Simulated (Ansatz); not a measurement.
**Sn wire along [100], 25 atoms a period, H-terminated: bands by functional**

Wanted: the relaxed geometry and the bands of the Sn wire along [100], 25 atoms a period, H-terminated.

Calculated with Ansatz 0.2.0; DFT PBE, plane waves, PAW; relaxation of a wire's period; PAW set soft_1, in the first sound run; inputs show where later runs differ.

This is a report of a sequence of runs, with most program output left out.

### Step 1. Starting point

The cell holds 45 atoms: 25 Sn and 20 H. Its edges and angles: a = 22.121 Å, b = 22.121 Å, c = 6.650 Å, α = 90.0°, β = 90.0°, γ = 90.0°. Vacuum lies along a and b. The structure's axis is c.

### Step 2. The relaxed wire

Band widths follow the bond lengths, so the wire is relaxed first. The atoms and the third cell vector are free; the box across stays fixed as vacuum. A Fermi-Dirac smearing is set since the result may be a metal. The pressure printed is a third of the stress's trace over the whole box, vacuum included; only the stress along the axis is relaxed.

The input, input.yaml:

```yaml
crystal:
  lattice:
    - [22.121, 0.0, 0.0]
    - [0.0, 22.121, 0.0]
    - [0.0, 0.0, 6.65]
  atoms:
    - { symbol: Sn, position: [0.274529315, 0.575148636, 0.0] }
    - { symbol: Sn, position: [0.424838975, 0.424838975, 0.0] }
    - { symbol: Sn, position: [0.424838975, 0.725458296, 0.0] }
    - { symbol: Sn, position: [0.575148636, 0.274529315, 0.0] }
    - { symbol: Sn, position: [0.575148636, 0.575148636, 0.0] }
    - { symbol: Sn, position: [0.725458296, 0.424838975, 0.0] }
    - { symbol: H, position: [0.153700104, 0.454319425, 0.098065719] }
    - { symbol: H, position: [0.304009764, 0.304009764, 0.098065719] }
[... 33 atom lines left out ...]
    - { symbol: H, position: [0.228854934, 0.620823016, 0.848065719] }
    - { symbol: H, position: [0.379164595, 0.771132677, 0.848065719] }
    - { symbol: H, position: [0.620823016, 0.228854934, 0.848065719] }
    - { symbol: H, position: [0.771132677, 0.379164595, 0.848065719] }
kpoints:
  mp_grid: { grid: [1, 1, 13] }
scf:
  occupations: { method: fermi_dirac, width: 0.05 }
hamiltonian:
  xc: pbe
  pseudopotentials: { kind: paw, azcp: { folder: soft_1 } }
relax:
  cell: { fix: [a, b, alpha, beta, gamma] }
  max_steps: 45
  f_tol: 0.03
```

The run is started by

```
> ansatz run input.yaml --threads 4 --pin off --max-ram 16384MiB --backend cpu --events-out ev --progress --plain --runs-dir out
```

Elapsed: 19 min, on 4 threads of Arm Neoverse V1, shared host; peak memory 12 GiB.

The steps of the relaxation:

| step | energy less that of the first step (eV) | largest force component (eV/Å) | pressure (GPa) | volume (Å³) |
| --- | --- | --- | --- | --- |
| 1 | 0.0000 | 0.1804 | -0.35 | 3254.10 |
| 2 | 0.8530 | 1.1576 | 0.57 | 3215.41 |
| 3 | -0.1384 | 0.0865 | -0.07 | 3242.74 |
| 4 | -0.1460 | 0.0264 | -0.02 | 3241.27 |
| 5* | -0.1450 | 0.0264 | -0.02 | 3241.27 |

Relaxation steps marked * repeat the geometry before them on a plane-wave basis chosen anew for their cell, so energy and pressure can jump there. Relaxation step 2 was tried and not accepted.

The run keeps the 8 symmetry operations that it works with, so distortions that break them were not tested.

| cell as run | before | after | change |
| --- | --- | --- | --- |
| c (Å) | 6.650 | 6.624 | -0.4 % |

The atoms that moved most (Å, along periodic axes as changes of fractional coordinates times the final cell, across vacuum about the mean position):

| atom | dx | dy | dz | length |
| --- | --- | --- | --- | --- |
| H8 | 0.047 | 0.047 | 0.026 | 0.071 |
| H23 | 0.047 | -0.047 | -0.026 | 0.071 |
| H26 | -0.047 | 0.047 | -0.026 | 0.071 |
| H11 | -0.047 | -0.047 | 0.026 | 0.071 |
| H37 | -0.048 | -0.039 | -0.020 | 0.065 |
| H36 | -0.039 | -0.048 | -0.020 | 0.065 |
| H43 | 0.039 | -0.048 | 0.020 | 0.065 |
| H45 | -0.048 | 0.039 | 0.020 | 0.065 |

Numbers from this step:

```yaml
cell_length_along_the_wire: 6.624 Å
```

The cell's length comes to 6.624 Å with spin left out.

### Step 3. Bands of the perfect wire

This step: DFT PBE, plane waves, PAW; bands of a perfect wire; PAW set soft_1 (Ansatz 0.2.0).

At the relaxed period the bands are computed along the axis; those that cross an energy going forward count the channels that a perfect wire would open there.

The input, input.yaml:

```yaml
crystal:
  lattice:
    - [22.121, 0.0, 0.0]
    - [0.0, 22.121, 0.0]
    - [0.0, 0.0, 6.6237762829]
  atoms:
    - { symbol: Sn, position: [0.276207965, 0.573626968, 0.003817421] }
    - { symbol: Sn, position: [0.425106274, 0.425106274, 0.99964544] }
    - { symbol: Sn, position: [0.426373032, 0.723792035, 0.003817421] }
    - { symbol: Sn, position: [0.573626968, 0.276207965, 0.003817421] }
    - { symbol: Sn, position: [0.574893726, 0.574893726, 0.99964544] }
    - { symbol: Sn, position: [0.723792035, 0.426373032, 0.003817421] }
    - { symbol: H, position: [0.155271825, 0.455683598, 0.101070584] }
    - { symbol: H, position: [0.306127735, 0.306127735, 0.10200365] }
[... 33 atom lines left out ...]
    - { symbol: H, position: [0.231021948, 0.619055875, 0.851091661] }
    - { symbol: H, position: [0.380944125, 0.768978052, 0.851091661] }
    - { symbol: H, position: [0.619055875, 0.231021948, 0.851091661] }
    - { symbol: H, position: [0.768978052, 0.380944125, 0.851091661] }
kpoints:
  mp_grid: { grid: [1, 1, 13] }
  band_path: { path: ["Γ", Z], npoints: 90 }
scf:
  occupations: { method: fermi_dirac, width: 0.05 }
hamiltonian:
  xc: pbe
  pseudopotentials: { kind: paw, azcp: { folder: soft_1 } }
output:
  dos: { e_range: [-5, 4] }
  write_potential: true
  write_density: true
  volumetric_format: npy
```

The job ended after 46 min (4 threads; peak memory 12 GiB).

Numbers from this step:

```yaml
band_gap: 1.658 eV
```

The electronic bands at the labelled points (eV, zero at the Fermi level; v1 is the highest filled band, c1 the lowest empty one):

| point | v4 | v3 | v2 | v1 | c1 | c2 | c3 | c4 |
| --- | --- | --- | --- | --- | --- | --- | --- | --- |
| Γ | -1.00 | -1.00 | -1.00 | -0.84 | 0.82 | 1.50 | 1.51 | 1.53 |
| halfway | -1.29 | -1.02 | -0.96 | -0.96 | 1.00 | 1.20 | 1.20 | 1.41 |
| Z | -1.32 | -1.26 | -1.26 | -1.23 | 0.99 | 1.04 | 1.04 | 1.07 |

The gap is 1.66 eV, with spin left out.

On this path the gap is direct, 1.66 eV, with the valence top at Γ and the conduction bottom at Γ.

### Step 4. Another level of theory, cutoff 500 eV, k-mesh 1×1×10

This step: DFT r2SCAN, plane waves, PAW; bands of a perfect wire at the PBE geometry; PAW set soft_1 (Ansatz 0.2.0).

The atoms stay at the PBE geometry and the functional changes. r2SCAN also reads the kinetic-energy density; it often gives larger moments and wider gaps than PBE, at a higher cost. Against the first PBE run of this kind, the cutoff is 500 eV against 420 and the mesh along the wire has 10 points against 13.

input.yaml, as its differences from that of step 3:

```diff
@@ -52,3 +52,3 @@
 kpoints:
-  mp_grid: { grid: [1, 1, 13] }
+  mp_grid: { grid: [1, 1, 10] }
   band_path: { path: ["Γ", Z], npoints: 90 }
@@ -57,8 +57,3 @@
 hamiltonian:
-  xc: pbe
+  xc: r2scan
   pseudopotentials: { kind: paw, azcp: { folder: soft_1 } }
-output:
-  dos: { e_range: [-5, 4] }
-  write_potential: true
-  write_density: true
-  volumetric_format: npy
```

Wall time 67 min (4 threads); peak memory 12 GiB.

Numbers from this step:

```yaml
band_gap: 1.988 eV
```

The electronic bands at the labelled points (eV, zero at the Fermi level; v1 is the highest filled band, c1 the lowest empty one):

| point | v4 | v3 | v2 | v1 | c1 | c2 | c3 | c4 |
| --- | --- | --- | --- | --- | --- | --- | --- | --- |
| Γ | -1.17 | -1.16 | -1.16 | -1.00 | 0.99 | 1.57 | 1.59 | 1.60 |
| halfway | -1.47 | -1.19 | -1.13 | -1.13 | 1.14 | 1.33 | 1.33 | 1.53 |
| Z | -1.51 | -1.44 | -1.44 | -1.41 | 1.10 | 1.16 | 1.16 | 1.20 |

The gap is 1.99 eV, against 1.66 eV under PBE at the relaxed period.

### Step 5. What came out

```json
{"cell length, PBE": "6.624 Å", "gap, PBE": "1.66 eV", "gap, r2SCAN": "1.99 eV"}
```

In words: Under PBE the cell's length is 6.62 Å, and a gap of 1.66 eV makes it a semiconductor. At the relaxed period the wire is gapped under every functional, from 1.66 eV (PBE) to 1.99 eV (r2SCAN). Weak screening in one dimension makes quasiparticle gaps larger than the semilocal gaps, as a rule.

[Logs are printed without paths, hosts, clocks, repeated set-up lines and the standing remarks that a program may print on its own settings, such as how far it seeks lower states.]

[Hosts, paths, dates, database ids (printed as entryN), source tags and the programs' standing remarks are cut or masked in the printed files.]
